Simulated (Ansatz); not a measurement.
# Lattice dynamics of NaSrH3 (model cell, started as cubic perovskite with Sr in the octahedra), part 3 of 3

How does NaSrH3 (model cell, started as cubic perovskite with Sr in the octahedra) vibrate, and is this structure a minimum?

Ansatz 0.2.0; DFT PBEsol, scalar-relativistic, plane waves, PAW; PAW set soft_1.

So far. Step 4 (Tight relaxation): The forces vanish by symmetry and the pressure is -0.006 GPa, within the tolerances set. The cell now holds 20.01 Å³/atom. Step 5 (Modes at Γ): Before it was imposed, the acoustic sum rule was missed by 1.6e-4 eV/Å² and the charge sum rule by 0.0018 e. Small misses are needed for a sound result but don't prove that mesh and cutoff are converged. The lowest optical mode is imaginary, 346.4i cm⁻¹, so the energy falls along it. The relaxed cell has a = 4.642 Å (conventional setting).

The structure was built from a prototype and need not be the compound's stable phase.

**6. Phonons on a q mesh (continued)**

Frequencies (cm⁻¹) solved at each irreducible wavevector; negative means imaginary. Frequencies by wavevector, by row:

| q in reciprocal lattice units | star | mode 1 | mode 2 | mode 3 | mode 4 | mode 13 | mode 14 | mode 15 |
| --- | --- | --- | --- | --- | --- | --- | --- | --- |
| 0 0 0 | 1 | -346.4 | -346.4 | -346.4 | -277.5 | 1233 | 1233 | 1233 |
| 0 0 0.25 | 6 | -320.9 | -320.9 | -276.9 | -251.2 | 1232 | 1232 | 1309 |
| 0 0 -0.5 | 3 | -312.5 | -312.5 | -208.2 | -208.2 | 1232 | 1232 | 1323 |
| 0 0.25 0.25 | 12 | -401.5 | -267.3 | -239.1 | -234.1 | 1232 | 1246 | 1317 |
| 0 0.25 -0.5 | 12 | -422.4 | -244.2 | -232.3 | -191.6 | 1232 | 1249 | 1329 |
| 0 -0.5 -0.5 | 3 | -487.3 | -204 | -204 | -159 | 1231 | 1259 | 1339 |
| 0.25 0.25 0.25 | 8 | -423 | -381.7 | -381.7 | -134 | 1245 | 1245 | 1324 |
| 0.25 0.25 -0.5 | 12 | -440.4 | -398.4 | -398.3 | -140.9 | 1244 | 1251 | 1335 |
| 0.25 -0.5 -0.5 | 6 | -490.4 | -423 | -423 | -132.6 | 1247 | 1259 | 1345 |
| -0.5 -0.5 -0.5 | 1 | -493.6 | -493.6 | -493.6 | -129.4 | 1258 | 1258 | 1354 |

Interpolated from a 4×4×4 q mesh, with the LO-TO term (at Γ the limit along the path; where Γ stands inside the path, tables give the limit on arrival). The phonon branches at the labelled points (cm⁻¹):

| point | branch 1 | branch 2 | branch 3 | branch 4 | branch 12 | branch 13 | branch 14 | branch 15 |
| --- | --- | --- | --- | --- | --- | --- | --- | --- |
| Γ | -346 | -346 | -346 | -278 | 455 | 1233 | 1233 | 1296 |
| halfway | -321 | -321 | -277 | -251 | 473 | 1232 | 1232 | 1309 |
| X | -312 | -312 | -208 | -208 | 491 | 1232 | 1232 | 1323 |
| halfway | -422 | -244 | -232 | -192 | 508 | 1232 | 1249 | 1329 |
| M | -487 | -204 | -204 | -159 | 526 | 1231 | 1259 | 1339 |
| halfway | -402 | -267 | -239 | -234 | 490 | 1232 | 1246 | 1317 |
| Γ | -346 | -346 | -346 | -278 | 455 | 1233 | 1233 | 1296 |
| halfway | -423 | -382 | -382 | -134 | 494 | 1245 | 1245 | 1324 |
| R | -494 | -494 | -494 | -129 | 515 | 1258 | 1258 | 1354 |
| halfway | -440 | -398 | -398 | -141 | 508 | 1244 | 1251 | 1335 |
| X | -312 | -312 | -208 | -208 | 491 | 1232 | 1232 | 1323 |
| jump to R | -494 | -494 | -494 | -129 | 515 | 1258 | 1258 | 1354 |
| halfway | -490 | -423 | -423 | -133 | 520 | 1247 | 1259 | 1345 |
| M | -487 | -204 | -204 | -159 | 526 | 1231 | 1259 | 1339 |

Tetrahedra on a 16×16×16 mesh, mean over bins of 20 cm-1. Interpolated from a 4×4×4 q mesh. Table of phonon density of states by wavenumber; read off at these points:

| wavenumber (cm⁻¹) | phonon density of states (1/cm⁻¹/cell) |
| --- | --- |
| -490 | 0.00485 |
| -430 | 0.0104 |
| -370 | 0.0112 |
| -290 | 0.0122 |
| -230 | 0.0104 |
| -170 | 0.0132 |
| -130 | 0.0353 |
| -110 | 0.0025 |
| -50 | 0.00339 |
| 10 | 0.00263 |
| 90 | 0.0392 |
| 130 | 0.0410 |
| 150 | 0.0185 |
| 210 | 0.00617 |
| 270 | 0.00614 |
| 330 | 0.00815 |
| 390 | 0.00534 |
| 470 | 0.00833 |
| 530 | 0.00196 |
| 590 | 0 |
| 650 | 0 |
| 710 | 0 |
| 770 | 0 |
| 850 | 0 |
| 910 | 0 |
| 970 | 0 |
| 1030 | 0 |
| 1090 | 0 |
| 1150 | 0 |
| 1230 | 0.0467 |
| 1250 | 0.0533 |
| 1290 | 6.8e-4 |
| 1330 | 0.0308 |
| 1350 | 0.00613 |

The partial phonon density of states has structure finer than the step of the table below, so its rows give means over 50 cm⁻¹, whole bins alone (the curve runs from -502 to 1403 cm⁻¹). Peaks (cm⁻¹: height): H -345.8: 0.0151, 504.8: 0.0213, 1247.5: 0.0459, 1331.4: 0.0217; Na -130.2: 0.0232, 85.5: 0.00683; Sr 121.4: 0.0294.

Phonopy on the run's constants, 13x13x13 mesh, Gaussian sigma 13.6 cm-1. Interpolated from a 4×4×4 q mesh. Table of partial phonon density of states by wavenumber; means over each step; values in 1/cm⁻¹/cell:

| wavenumber (cm⁻¹) | H | Na | Sr |
| --- | --- | --- | --- |
| -450 | 0.00989 | 2.0e-5 | 7.4e-6 |
| -400 | 0.0104 | 7.7e-5 | 2.0e-5 |
| -350 | 0.0134 | 2.9e-4 | 6.6e-5 |
| -300 | 0.0132 | 9.3e-4 | 1.3e-4 |
| -250 | 0.00918 | 0.00238 | 1.5e-4 |
| -200 | 0.00576 | 0.00425 | 9.9e-5 |
| -150 | 0.00477 | 0.0163 | 8.5e-5 |
| -100 | 7.4e-4 | 0.00755 | 4.9e-5 |
| -50 | 9.6e-5 | 0.00327 | 1.0e-4 |
| 0 | 8.9e-5 | 0.00157 | 8.9e-4 |
| 50 | 5.8e-4 | 0.00546 | 0.0118 |
| 100 | 0.00133 | 0.00550 | 0.0271 |
| 150 | 0.00185 | 0.00335 | 0.0165 |
| 200 | 0.00249 | 0.00312 | 0.00115 |
| 250 | 0.00342 | 0.00199 | 5.0e-4 |
| 300 | 0.00497 | 0.00163 | 4.0e-4 |
| 350 | 0.00520 | 0.00109 | 2.2e-4 |
| 400 | 0.00453 | 5.7e-4 | 7.2e-5 |
| 450 | 0.00611 | 3.3e-4 | 7.6e-5 |
| 500 | 0.0165 | 3.0e-4 | 2.4e-4 |
| 550 | 0.00231 | 3.8e-5 | 1.6e-5 |
| 600 | 3.2e-7 | 0 | 0 |
| 650 | 0 | 0 | 0 |
| 700 | 0 | 0 | 0 |
| 750 | 0 | 0 | 0 |
| 800 | 0 | 0 | 0 |
| 850 | 0 | 0 | 0 |
| 900 | 0 | 0 | 0 |
| 950 | 0 | 0 | 0 |
| 1000 | 0 | 0 | 0 |
| 1050 | 0 | 0 | 0 |
| 1100 | 0 | 0 | 0 |
| 1150 | 0 | 0 | 0 |
| 1200 | 0.00618 | 0 | 4.6e-5 |
| 1250 | 0.0324 | 0 | 1.7e-4 |
| 1300 | 0.0104 | 1.8e-6 | 3.7e-5 |
| 1350 | 0.0107 | 6.4e-7 | 2.3e-5 |

Symmetry leaves 10 wavevectors to solve. The lowest mode among them, the acoustic zeros apart, lies at q = (-0.5, -0.5, -0.5) and is imaginary, 493.6i cm⁻¹, so the energy falls along it.

**7. What came out**

```yaml
space_group_after_relaxation_within_0p01_a: Pm-3m
volume_per_atom: 20.0 Å³
gap_on_the_k_mesh: 1.81 eV
highest_optical_mode_at_the_zone_centre_no_lo_to_term: 1233 cm⁻¹
top_of_the_zone_centre_spectrum_with_the_field: 1296 cm⁻¹
lowest_optical_zone_centre_mode: -346 cm⁻¹
mean_high_frequency_dielectric_constant: 3.56
largest_born_charge_third_of_the_trace: 1.64 e
lowest_mode_on_the_q_mesh_acoustic_modes_at_gamma_apart: -494 cm⁻¹
highest_frequency_on_the_path_or_at_a_solved_wavevector: 1354 cm⁻¹
imaginary_modes_on_the_4x4x4_q_mesh: yes
```

What this shows: Modes are clearly imaginary (beyond 10i cm⁻¹) at 10 of the 10 irreducible wavevectors, most at q = (-0.5, -0.5, -0.5) (493.6i cm⁻¹), so this structure is not a minimum of the energy. Without the field, the optical modes at Γ span -346 to 1233 cm⁻¹ (negative means imaginary). The highest mode in this list at Γ, 1232.8 cm⁻¹, is mostly motion of H (99 % of the kinetic energy). With the macroscopic field of the longitudinal modes the top of the zone-centre spectrum lies at 1296 cm⁻¹, against 1233 cm⁻¹ without it. Among the real modes, the strongest infrared line is at 1233 cm⁻¹. The PAW files were made for PBE and serve the other functionals too. The starting cell was built on a prototype and not taken from a measurement, so the phase need not exist. These are harmonic frequencies at zero temperature: anharmonic shifts, linewidths and thermal expansion are left out.

[Logs are printed without paths, hosts, clocks, repeated set-up lines and the standing remarks that a program may print on its own settings, such as how far it seeks lower states.]

[Hosts, paths, dates, database ids (printed as entryN), source tags and the programs' standing remarks are cut or masked in the printed files.]
